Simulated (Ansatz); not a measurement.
# BeClF: complex band structure

Wanted: the relaxed cell of BeClF, its band edges and its decay constants. It is built by putting Cl for part of the F in the BeF2 structure of space group P6_222, with the volume rescaled by atomic radii. The parent structure comes from the Materials Project.

Program: Ansatz 0.2.0. Level of theory: PBE DFT, plane waves, PAW files, in the first sound run; inputs show where later runs differ. Results are calculated unless marked as measured.

Most raw output is cut from this account.

The structure was built from a prototype and need not be the compound's stable phase.

## Step 1: Starting point

It takes space group P3_212 (No. 153, trigonal). Conventional cell: a = 5.458 Å, b = 5.458 Å, c = 5.982 Å, α = 90.00°, β = 90.00°, γ = 120.00°. Be has 2 F at 1.73 Å and 2 Cl at 1.73 Å nearest. Nearest to Cl lie 2 Be at 1.73 Å. Nearest to F lie 2 Be at 1.73 Å. It derives from BeF2. Cl for part of the F in the BeF2 structure of space group P6_222. Farther neighbours and most contacts between anions are not listed.

## Step 2: Relaxing the new crystal

The substituted atoms don't fit the parent's cell, so cell and atoms relax together. A small smearing keeps the run stable in case the gap closes on the way.

Input file input.yaml:

```yaml
crystal:
  lattice:
    - [5.4577882226, 0.0, 0.0]
    - [-2.7288941113, 4.7265832493, 0.0]
    - [0.0, 0.0, 5.9820236902]
  atoms:
    - { symbol: Be, position: [0.0, 0.5, 0.6666666667] }
    - { symbol: Be, position: [0.5, 0.0, 0.0] }
    - { symbol: Be, position: [0.5, 0.5, 0.3333333333] }
    - { symbol: Cl, position: [0.790630035, 0.58126007, 0.5] }
    - { symbol: F, position: [0.209369965, 0.790630035, 0.8333333333] }
    - { symbol: Cl, position: [0.790630035, 0.209369965, 0.8333333333] }
    - { symbol: Cl, position: [0.41873993, 0.209369965, 0.1666666667] }
    - { symbol: F, position: [0.58126007, 0.790630035, 0.1666666667] }
    - { symbol: F, position: [0.209369965, 0.41873993, 0.5] }
kpoints:
  mp_grid: { grid: [6, 6, 4] }
scf:
  occupations: { method: gaussian, width: 0.03 }
hamiltonian:
  xc: pbe
output:
  forces: true
  stress: true
relax:
  f_tol: 0.02
  max_steps: 60
  cell: {}
```

Started as:

```sh
$ ansatz run input.yaml --threads 2 --pin off --max-ram 4096MiB --backend cpu --events-out ev --progress --plain --runs-dir out
```

Wall time 55 s (2 threads of Arm Neoverse V1, shared host); peak memory 0.42 GiB.

The steps of the relaxation:

| step | energy less that of the first step (eV) | largest force component (eV/Å) | pressure (GPa) | volume (Å³) |
| --- | --- | --- | --- | --- |
| 1 | 0.0000 | 5.7456 | 13.73 | 154.32 |
| 2 | -2.6372 | 3.6056 | 6.93 | 158.12 |
| 3 | -4.5356 | 1.1302 | 3.02 | 158.03 |
| 4 | -4.7006 | 0.1230 | -2.48 | 172.85 |
| 5 | -4.7915 | 0.0293 | -0.04 | 165.95 |
| 6 | -4.7959 | 0.0258 | 0.05 | 165.64 |
| 7 | -4.7961 | 0.0116 | 0.02 | 165.64 |
| 8* | -4.8242 | 0.0133 | 0.33 | 165.64 |
| 9 | -4.8247 | 0.0015 | 0.06 | 166.57 |
| 10 | -4.8244 | 0.0028 | -0.01 | 166.82 |
| 11* | -4.8262 | 0.0027 | 0.00 | 166.82 |

Relaxation steps marked * repeat the geometry before them on a plane-wave basis chosen anew for their cell, so energy and pressure can jump there.

Forces are held to the 6 operations that the run works with; a distortion that breaks them can't arise in this run.

| conventional cell, symmetrised | before | after | change |
| --- | --- | --- | --- |
| a (Å) | 5.458 | 5.685 | +4.2 % |
| b (Å) | 5.458 | 5.685 | +4.2 % |
| c (Å) | 5.982 | 5.960 | -0.4 % |
| volume (Å³/atom) | 17.15 | 18.54 | +8.1 % |

The atoms that moved most (Å, as changes of fractional coordinates times the final cell):

| atom | dx | dy | dz | length |
| --- | --- | --- | --- | --- |
| Cl6 | 0.355 | -0.205 | 0.000 | 0.410 |
| Cl7 | -0.355 | -0.205 | 0.000 | 0.410 |
| Cl4 | 0.000 | 0.410 | 0.000 | 0.410 |
| F5 | 0.268 | -0.155 | 0.000 | 0.310 |
| F9 | 0.000 | 0.310 | 0.000 | 0.310 |
| F8 | -0.268 | -0.155 | 0.000 | 0.310 |
| Be3 | -0.243 | 0.140 | 0.000 | 0.280 |
| Be2 | 0.000 | -0.280 | 0.000 | 0.280 |

Final coordinates:

```cif
data_structure
_symmetry_space_group_name_H-M 'P 1'
_symmetry_Int_Tables_number 1
_cell_length_a 5.6851
_cell_length_b 5.6851
_cell_length_c 5.9601
_cell_angle_alpha 90.000
_cell_angle_beta 90.000
_cell_angle_gamma 120.000
_cell_volume 166.82
loop_
_atom_site_label
_atom_site_type_symbol
_atom_site_fract_x
_atom_site_fract_y
_atom_site_fract_z
_atom_site_occupancy
Be1 Be 0.05697 0.52848 0.66667 1
Be2 Be 0.47152 0.94303 0.00000 1
Be3 Be 0.47152 0.52848 0.33333 1
Cl4 Cl 0.83230 0.66460 0.50000 1
F5 F 0.24085 0.75915 0.83333 1
Cl6 Cl 0.83230 0.16770 0.83333 1
Cl7 Cl 0.33540 0.16770 0.16667 1
F8 F 0.51830 0.75915 0.16667 1
F9 F 0.24085 0.48170 0.50000 1
```

Numbers from this step:

```yaml
free_energy: -5954.0580 eV
fermi_energy: 2.887 eV
pressure: 2.21e-4 GPa
```

The largest force component on a free atom ends at 0.0027 eV/Å.

## Step 3: The bulk crystal and its band edges

The energy window and the wavevectors of the next steps follow from the band edges, so these are searched first, off the mesh as well.

Input file input.yaml:

```yaml
crystal:
  lattice:
    - [5.6850764018, 0.0, 0.0]
    - [-2.8425382009, 4.9234205864, 0.0]
    - [0.0, 0.0, 5.9600957286]
  atoms:
    - { symbol: Be, position: [0.0569660421, 0.5284830211, 0.6666666667] }
    - { symbol: Be, position: [0.4715169789, -0.0569660421, 0.0] }
    - { symbol: Be, position: [0.4715169789, 0.5284830211, 0.3333333333] }
    - { symbol: Cl, position: [0.8322989406, 0.6645978813, 0.5] }
    - { symbol: F, position: [0.2408502041, 0.7591497959, 0.8333333333] }
    - { symbol: Cl, position: [0.8322989406, 0.1677010594, 0.8333333333] }
    - { symbol: Cl, position: [0.3354021187, 0.1677010594, 0.1666666667] }
    - { symbol: F, position: [0.5182995918, 0.7591497959, 0.1666666667] }
    - { symbol: F, position: [0.2408502041, 0.4817004082, 0.5] }
kpoints:
  mp_grid: { grid: [6, 6, 4] }
  band_path: { path: [VBM, CBM], npoints: 30 }
scf:
  occupations: { method: fixed }
hamiltonian:
  xc: pbe
output:
  eigenvalues: true
  write_potential: true
  write_density: true
  volumetric_format: npy
```

Run time: 37 s. Hardware: 2 threads; peak memory 0.39 GiB; 73 s of CPU time.

This step gave:

```yaml
free_energy: -5954.0584 eV
fermi_energy: -0.1554 eV
gap_on_the_k_mesh: 6.085 eV
gap_on_path: 6.068 eV, by band count; negative where bands overlap
direct_gap_on_path: 6.288 eV
edge_places_on_path: 0, 0.7434 1/A along the path
```

The electronic bands at the labelled points (eV, zero at the Fermi level (highest filled level under fixed occupations); v1 is the highest filled band, c1 the lowest empty one):

| point | v4 | v3 | v2 | v1 | c1 | c2 | c3 |
| --- | --- | --- | --- | --- | --- | --- | --- |
| VBM | -1.22 | -0.84 | -0.28 | 0.02 | 7.71 | 7.93 | 8.26 |
| halfway | -1.08 | -0.65 | -0.31 | -0.13 | 6.91 | 7.65 | 7.93 |
| CBM | -0.93 | -0.49 | -0.49 | -0.20 | 6.08 | 7.61 | 7.61 |

The searched edges give 6.07 eV, against 6.08 eV on the mesh.

## Step 4: Decaying states in the gap, plane (101), k-mesh 6×6×6

This step: PBE DFT, plane waves, PAW files; complex bands by layer matching along the plane's normal (Ansatz 0.2.0).

The same crystal is laid in a cell whose first two vectors span the (101) plane (indices of the standard conventional cell, whose axes can be ordered otherwise than in the bulk input). At fixed energy and wavevector in the plane the solver finds all kz, real and complex. A few wavevectors are listed, (0, 0) and (-0.4271, 0.3333) in units of the plane's reciprocal vectors; the slowest state needn't be among them.

Input file input.yaml:

```yaml
crystal:
  lattice:
    - [8.236676198, 0.0, 0.0]
    - [1.961962138, 5.335803432, 0.0]
    - [3.923924277, 1.585788549, 3.795811724]
  atoms:
    - { symbol: Be, position: [0.3333333333, 0.4715169789, 0.7236327088] }
    - { symbol: Be, position: [0.0, 0.4715169789, 0.4715169789] }
    - { symbol: Be, position: [0.6666666667, 0.0569660421, 0.8048503123] }
    - { symbol: Cl, position: [0.5, 0.8322989406, 0.3322989406] }
    - { symbol: F, position: [0.1666666667, 0.5182995918, 0.0741835374] }
    - { symbol: Cl, position: [0.1666666667, 0.3354021187, 0.665632274] }
    - { symbol: Cl, position: [0.8333333333, 0.8322989406, 0.5020687854] }
    - { symbol: F, position: [0.8333333333, 0.2408502041, 0.6849662585] }
    - { symbol: F, position: [0.5, 0.2408502041, 0.7408502041] }
kpoints:
  mp_grid: { grid: [6, 6, 6] }
scf:
  occupations: { method: fixed }
hamiltonian:
  xc: pbe
output:
  eigenvalues: true
  transmission:
    leads: [[0, 0]]
    kpoints: [[0.0, 0.0], [-0.4271, 0.3333]]
    e_range: [-1.0, 7.07]
    de: 0.16
```

Elapsed: 1.9 min, on 2 threads; peak memory 1.4 GiB.

Numbers from this step:

```
free energy                                               : -5954.0583 eV
Fermi energy                                              : -0.1489 eV
gap on the k-mesh                                         : 6.078 eV
level to which the leads are filled                       : 3.039 eV from the Fermi level
decay constant at the filling level, zone centre          : 0.4813 Å⁻¹
decay constant at the filling level, slowest listed point : 0.4813 Å⁻¹
```

K parallel (0, 0); values up to 1.5 1/Å, a degenerate pair printed once or twice; energies at which all values exceed this have no row. The Im kz of the slowest decaying states by energy, zero at the highest filled level on the SCF mesh:

| energy (eV) | decay 1 (Å⁻¹) | decay 2 (Å⁻¹) | decay 3 (Å⁻¹) | decay 4 (Å⁻¹) |
| --- | --- | --- | --- | --- |
| -1.00 | 0.328 | 0.351 | 0.369 | 0.579 |
| -0.68 | 0.379 | 0.407 | 0.464 | 0.692 |
| -0.36 | 0.141 | 0.292 | 0.482 | 0.490 |
| -0.04 | 0.232 | 0.288 | 0.470 | 0.547 |
| 0.28 | 0.382 | 0.424 | 0.520 | 0.636 |
| 0.60 | 0.425 | 0.525 | 0.548 | 0.686 |
| 0.92 | 0.452 | 0.571 | 0.598 | 0.724 |
| 1.24 | 0.469 | 0.590 | 0.655 | 0.752 |
| 1.56 | 0.481 | 0.604 | 0.700 | 0.774 |
| 1.88 | 0.487 | 0.616 | 0.736 | 0.789 |
| 2.20 | 0.490 | 0.624 | 0.764 | 0.798 |
| 2.52 | 0.489 | 0.629 | 0.785 | 0.804 |
| 2.84 | 0.485 | 0.632 | 0.801 | 0.805 |
| 3.16 | 0.477 | 0.632 | 0.803 | 0.804 |
| 3.48 | 0.466 | 0.630 | 0.789 | 0.798 |
| 3.80 | 0.451 | 0.626 | 0.771 | 0.790 |
| 4.12 | 0.431 | 0.620 | 0.752 | 0.779 |
| 4.44 | 0.407 | 0.612 | 0.730 | 0.766 |
| 4.76 | 0.377 | 0.601 | 0.708 | 0.751 |
| 5.08 | 0.338 | 0.588 | 0.684 | 0.734 |
| 5.40 | 0.288 | 0.571 | 0.658 | 0.716 |
| 5.72 | 0.216 | 0.550 | 0.632 | 0.680 |
| 6.04 | 0.0729 | 0.526 | 0.605 | 0.632 |
| 6.36 | 0.495 | 0.576 | 0.576 | 0.667 |
| 6.68 | 0.457 | 0.511 | 0.545 | 0.649 |
| 7.00 | 0.409 | 0.432 | 0.511 | 0.621 |

K parallel (-0.4271, 0.3333); values up to 1.5 1/Å, a degenerate pair printed once or twice; energies at which all values exceed this have no row. Im kz of the slowest decaying states against energy, zero at the highest filled level on the SCF mesh:

| energy (eV) | decay 1 (Å⁻¹) | decay 2 (Å⁻¹) | decay 3 (Å⁻¹) | decay 4 (Å⁻¹) |
| --- | --- | --- | --- | --- |
| -1.00 | 0.0812 | 0.452 | 0.462 | 0.483 |
| -0.68 | 0.403 | 0.450 | 0.461 | 0.537 |
| -0.36 | 0.0498 | 0.414 | 0.447 | 0.493 |
| -0.04 | 0.166 | 0.385 | 0.436 | 0.562 |
| 0.28 | 0.388 | 0.410 | 0.444 | 0.536 |
| 0.60 | 0.485 | 0.511 | 0.512 | 0.572 |
| 0.92 | 0.515 | 0.579 | 0.584 | 0.596 |
| 1.24 | 0.539 | 0.615 | 0.627 | 0.633 |
| 1.56 | 0.557 | 0.629 | 0.661 | 0.668 |
| 1.88 | 0.571 | 0.641 | 0.684 | 0.692 |
| 2.20 | 0.581 | 0.650 | 0.698 | 0.708 |
| 2.52 | 0.589 | 0.657 | 0.705 | 0.717 |
| 2.84 | 0.594 | 0.662 | 0.707 | 0.721 |
| 3.16 | 0.597 | 0.664 | 0.704 | 0.721 |
| 3.48 | 0.597 | 0.666 | 0.697 | 0.717 |
| 3.80 | 0.595 | 0.666 | 0.686 | 0.709 |
| 4.12 | 0.591 | 0.666 | 0.672 | 0.698 |
| 4.44 | 0.584 | 0.655 | 0.667 | 0.684 |
| 4.76 | 0.576 | 0.635 | 0.667 | 0.675 |
| 5.08 | 0.564 | 0.611 | 0.647 | 0.654 |
| 5.40 | 0.550 | 0.584 | 0.624 | 0.630 |
| 5.72 | 0.531 | 0.551 | 0.596 | 0.604 |
| 6.04 | 0.508 | 0.509 | 0.562 | 0.573 |
| 6.36 | 0.451 | 0.478 | 0.522 | 0.536 |
| 6.68 | 0.371 | 0.437 | 0.472 | 0.493 |
| 7.00 | 0.258 | 0.376 | 0.406 | 0.439 |

At the listed wavevectors the last open channel is at -0.04 eV and the next at +6.20 eV on the grid. At +3.00 eV, the grid energy nearest the filling level (the middle of the gap on the SCF mesh), the slowest state at the listed wavevectors decays with κ = 0.481 Å⁻¹, its amplitude falling by e over 2.1 Å. Through 1 nm of this crystal that state's transmission falls by exp(−2 × 0.481 Å⁻¹ × 10 Å) = 6.6e-5.

## Step 5: Decay over the two-dimensional zone

The listed points could miss the slowest state, so one energy near mid-gap is solved on a mesh of 6×8.

input.yaml: that of step 4 with these lines changed.

```diff
@@ -23,6 +23,2 @@
   eigenvalues: true
-  transmission:
-    leads: [[0, 0]]
-    kpoints: [[0.0, 0.0], [-0.4271, 0.3333]]
-    e_range: [-1.0, 7.07]
-    de: 0.16
+  transmission: { leads: [[0, 0]], kmesh: [6, 8], e_range: [3.03, 3.04], de: 0.05 }
```

The job ended after 2.3 min (2 threads; peak memory 1.2 GiB).

This step gave:

| Quantity | Value |
| --- | --- |
| least decay constant on the mesh | 0.4806 Å⁻¹ |

Slowest decay constant (1/Å; 0 where a channel is open) over k1 and k2. At 3.0300 eV from the Fermi level.

Ten even steps from '0' (0.481) to '9' (0.690):
```
656787
543345
321012
310001
321012
554334
678765
668986
```
Columns: k1 (b1) from -0.5 to 0.333; rows upwards: k2 (b2) from -0.5 to 0.375.

The least value on the mesh is 0.481 Å⁻¹ at +3.03 eV. At that energy the listed points give about 0.481 Å⁻¹ by interpolation, so the mesh holds no clearly slower state.

## Step 6: Complex bands, plane (001), k-mesh 6×6×4

The same for the (001) plane, at (0, 0), (0.3333, -0.3333) and (0.5, 0), to see how the decay depends on direction.

Input file input.yaml:

```yaml
crystal:
  lattice:
    - [5.685076402, 0.0, 0.0]
    - [2.842538201, 4.923420586, 0.0]
    - [0.0, 0.0, 5.960095729]
  atoms:
    - { symbol: Be, position: [0.5284830211, 0.5284830211, 0.6666666667] }
    - { symbol: Be, position: [0.5284830211, 0.9430339579, 0.0] }
    - { symbol: Be, position: [0.9430339579, 0.5284830211, 0.3333333333] }
    - { symbol: Cl, position: [0.1677010594, 0.6645978813, 0.5] }
    - { symbol: F, position: [0.4817004082, 0.7591497959, 0.8333333333] }
    - { symbol: Cl, position: [0.6645978813, 0.1677010594, 0.8333333333] }
    - { symbol: Cl, position: [0.1677010594, 0.1677010594, 0.1666666667] }
    - { symbol: F, position: [0.7591497959, 0.7591497959, 0.1666666667] }
    - { symbol: F, position: [0.7591497959, 0.4817004082, 0.5] }
kpoints:
  mp_grid: { grid: [6, 6, 4] }
scf:
  occupations: { method: fixed }
hamiltonian:
  xc: pbe
output:
  eigenvalues: true
  transmission:
    leads: [[0, 0]]
    kpoints: [[0.0, 0.0], [0.3333, -0.3333], [0.5, 0.0]]
    e_range: [-1.0, 7.07]
    de: 0.13
```

The job ended after 1.7 min (2 threads; peak memory 0.86 GiB).

This step gave:

```yaml
free_energy: -5954.0584 eV
fermi_energy: -0.1554 eV
gap_on_the_k_mesh: 6.085 eV
level_to_which_the_leads_are_filled: 3.042 eV from the Fermi level
decay_constant_at_the_filling_level_zone_centre: 0.5268 Å⁻¹
decay_constant_at_the_filling_level_slowest_listed_point: 0.5268 Å⁻¹
```

K parallel (0, 0); values up to 1.5 1/Å, a degenerate pair printed once or twice; energies at which all values exceed this have no row. Im kz of the slowest decaying states against energy, zero at the highest filled level on the SCF mesh:

| energy (eV) | decay 1 (Å⁻¹) | decay 2 (Å⁻¹) | decay 3 (Å⁻¹) | decay 4 (Å⁻¹) |
| --- | --- | --- | --- | --- |
| -1.000 | 0.507 | 0.718 | 0.840 | 1.05 |
| -0.480 | 0.621 | 0.716 | 0.976 | 1.07 |
| 0.040 | 0.225 | 0.328 | 0.722 | 0.729 |
| 0.560 | 0.472 | 0.553 | 0.750 | 0.795 |
| 0.950 | 0.514 | 0.683 | 0.764 | 0.831 |
| 1.470 | 0.540 | 0.777 | 0.807 | 0.862 |
| 1.990 | 0.548 | 0.783 | 0.879 | 0.903 |
| 2.510 | 0.543 | 0.781 | 0.886 | 0.980 |
| 3.030 | 0.527 | 0.772 | 0.884 | 0.959 |
| 3.550 | 0.501 | 0.755 | 0.876 | 0.939 |
| 3.940 | 0.475 | 0.737 | 0.866 | 0.923 |
| 4.460 | 0.429 | 0.704 | 0.847 | 0.901 |
| 4.980 | 0.367 | 0.661 | 0.821 | 0.877 |
| 5.500 | 0.277 | 0.606 | 0.788 | 0.849 |
| 6.020 | 0.0954 | 0.538 | 0.746 | 0.816 |
| 6.540 | 0.451 | 0.694 | 0.773 | 0.890 |
| 7.060 | 0.331 | 0.628 | 0.714 | 0.824 |

K parallel (0.3333, -0.3333); values up to 1.5 1/Å, a degenerate pair printed once or twice; energies at which all values exceed this have no row. Table of Im kz of the slowest decaying states by energy, zero at the highest filled level on the SCF mesh:

| energy (eV) | decay 1 (Å⁻¹) | decay 2 (Å⁻¹) | decay 3 (Å⁻¹) | decay 4 (Å⁻¹) |
| --- | --- | --- | --- | --- |
| -1.000 | 0.606 | 0.612 | 0.628 | 1.18 |
| -0.480 | 0.159 | 0.664 | 0.666 | 0.732 |
| 0.040 | 0.115 | 0.445 | 0.686 | 0.748 |
| 0.560 | 0.514 | 0.652 | 0.704 | 0.813 |
| 0.950 | 0.636 | 0.720 | 0.728 | 0.848 |
| 1.470 | 0.736 | 0.738 | 0.797 | 0.881 |
| 1.990 | 0.749 | 0.794 | 0.851 | 0.903 |
| 2.510 | 0.755 | 0.824 | 0.897 | 0.917 |
| 3.030 | 0.753 | 0.830 | 0.925 | 0.925 |
| 3.550 | 0.745 | 0.818 | 0.923 | 0.926 |
| 3.940 | 0.734 | 0.802 | 0.914 | 0.923 |
| 4.460 | 0.713 | 0.770 | 0.877 | 0.880 |
| 4.980 | 0.683 | 0.729 | 0.821 | 0.829 |
| 5.500 | 0.644 | 0.678 | 0.761 | 0.764 |
| 6.020 | 0.592 | 0.616 | 0.680 | 0.696 |
| 6.540 | 0.521 | 0.538 | 0.575 | 0.623 |
| 7.060 | 0.415 | 0.434 | 0.435 | 0.535 |

K parallel (0.5, 0); values up to 1.5 1/Å, a degenerate pair printed once or twice; energies at which all values exceed this have no row. Table of Im kz of the slowest decaying states by energy, zero at the highest filled level on the SCF mesh:

| energy (eV) | decay 1 (Å⁻¹) | decay 2 (Å⁻¹) | decay 3 (Å⁻¹) | decay 4 (Å⁻¹) |
| --- | --- | --- | --- | --- |
| -1.00 | 0.136 | 0.606 | 0.621 | 1.15 |
| -0.74 | 0.106 | 0.631 | 0.662 | 0.700 |
| -0.35 | 0.112 | 0.654 | 0.744 | 0.818 |
| -0.09 | 0.269 | 0.675 | 0.799 | 0.915 |
| 0.04 | 0.161 | 0.373 | 0.687 | 0.826 |
| 0.30 | 0.409 | 0.493 | 0.712 | 0.875 |
| 0.56 | 0.526 | 0.567 | 0.736 | 0.917 |
| 0.95 | 0.631 | 0.639 | 0.767 | 0.956 |
| 1.21 | 0.673 | 0.679 | 0.784 | 0.966 |
| 1.60 | 0.712 | 0.730 | 0.801 | 0.964 |
| 1.86 | 0.733 | 0.756 | 0.808 | 0.953 |
| 2.25 | 0.761 | 0.784 | 0.809 | 0.928 |
| 2.51 | 0.791 | 0.797 | 0.909 | 1.04 |
| 2.90 | 0.796 | 0.809 | 0.880 | 1.06 |
| 3.16 | 0.795 | 0.812 | 0.861 | 1.03 |
| 3.55 | 0.791 | 0.802 | 0.841 | 0.992 |
| 3.81 | 0.784 | 0.785 | 0.834 | 0.970 |
| 4.20 | 0.751 | 0.772 | 0.825 | 0.938 |
| 4.46 | 0.725 | 0.761 | 0.816 | 0.917 |
| 4.85 | 0.684 | 0.741 | 0.799 | 0.886 |
| 5.11 | 0.654 | 0.724 | 0.785 | 0.864 |
| 5.50 | 0.605 | 0.695 | 0.761 | 0.830 |
| 5.76 | 0.569 | 0.672 | 0.743 | 0.804 |
| 6.15 | 0.508 | 0.632 | 0.727 | 0.754 |
| 6.41 | 0.460 | 0.600 | 0.701 | 0.745 |
| 6.80 | 0.373 | 0.541 | 0.633 | 0.725 |
| 7.06 | 0.295 | 0.490 | 0.584 | 0.692 |

At the listed wavevectors the last open channel is at -0.09 eV and the next at +6.15 eV on the grid. At +3.03 eV, the grid energy nearest the filling level (the middle of the gap on the SCF mesh), the slowest state at the listed wavevectors decays with κ = 0.527 Å⁻¹, its amplitude falling by e over 1.9 Å; the first such run, plane (101), gave 0.481 Å⁻¹.

## Step 7: Band edges at another level, cutoff 1500 eV

This step: PBE DFT, plane waves, JTH PAW files (Ansatz 0.2.0).

The edges again with JTH files, at the same atoms. Against that run the cutoff is 1500 eV against 420.

Input file input.yaml:

```yaml
crystal:
  lattice:
    - [5.6850764018, 0.0, 0.0]
    - [-2.8425382009, 4.9234205864, 0.0]
    - [0.0, 0.0, 5.9600957286]
  atoms:
    - { symbol: Be, position: [0.0569660421, 0.5284830211, 0.6666666667] }
    - { symbol: Be, position: [0.4715169789, -0.0569660421, 0.0] }
    - { symbol: Be, position: [0.4715169789, 0.5284830211, 0.3333333333] }
    - { symbol: Cl, position: [0.8322989406, 0.6645978813, 0.5] }
    - { symbol: F, position: [0.2408502041, 0.7591497959, 0.8333333333] }
    - { symbol: Cl, position: [0.8322989406, 0.1677010594, 0.8333333333] }
    - { symbol: Cl, position: [0.3354021187, 0.1677010594, 0.1666666667] }
    - { symbol: F, position: [0.5182995918, 0.7591497959, 0.1666666667] }
    - { symbol: F, position: [0.2408502041, 0.4817004082, 0.5] }
kpoints:
  mp_grid: { grid: [6, 6, 4] }
  band_path: { path: [VBM, CBM], npoints: 30 }
scf:
  occupations: { method: fixed }
hamiltonian:
  xc: pbe
  pseudopotentials: { kind: paw, source: jth }
output:
  eigenvalues: true
```

Run time: 4.1 min. Hardware: 2 threads; peak memory 1.5 GiB; 8.2 min of CPU time.

This step gave:

```
free energy        : -6881.0824 eV
Fermi energy       : 0.05304 eV
gap on the k-mesh  : 6.080 eV
gap on path        : 6.063 eV, by band count; negative where bands overlap
direct gap on path : 6.283 eV
```

Electronic bands along the path, in eV, zero at the Fermi level (highest filled level under fixed occupations); v1 is the highest filled band, c1 the lowest empty one:

| point | v4 | v3 | v2 | v1 | c1 | c2 | c3 |
| --- | --- | --- | --- | --- | --- | --- | --- |
| VBM | -1.22 | -0.84 | -0.28 | 0.02 | 7.71 | 7.93 | 8.26 |
| halfway | -1.08 | -0.65 | -0.31 | -0.13 | 6.90 | 7.65 | 7.93 |
| CBM | -0.93 | -0.49 | -0.49 | -0.20 | 6.08 | 7.61 | 7.61 |

The searched edges give 6.06 eV, against 6.08 eV on the mesh.

(Part 1 of 2 ends here.)

[Logs are printed without paths, hosts, clocks, repeated set-up lines and the standing remarks that a program may print on its own settings, such as how far it seeks lower states.]

[Hosts, paths, dates, database ids (printed as entryN), source tags and the programs' standing remarks are cut or masked in the printed files.]
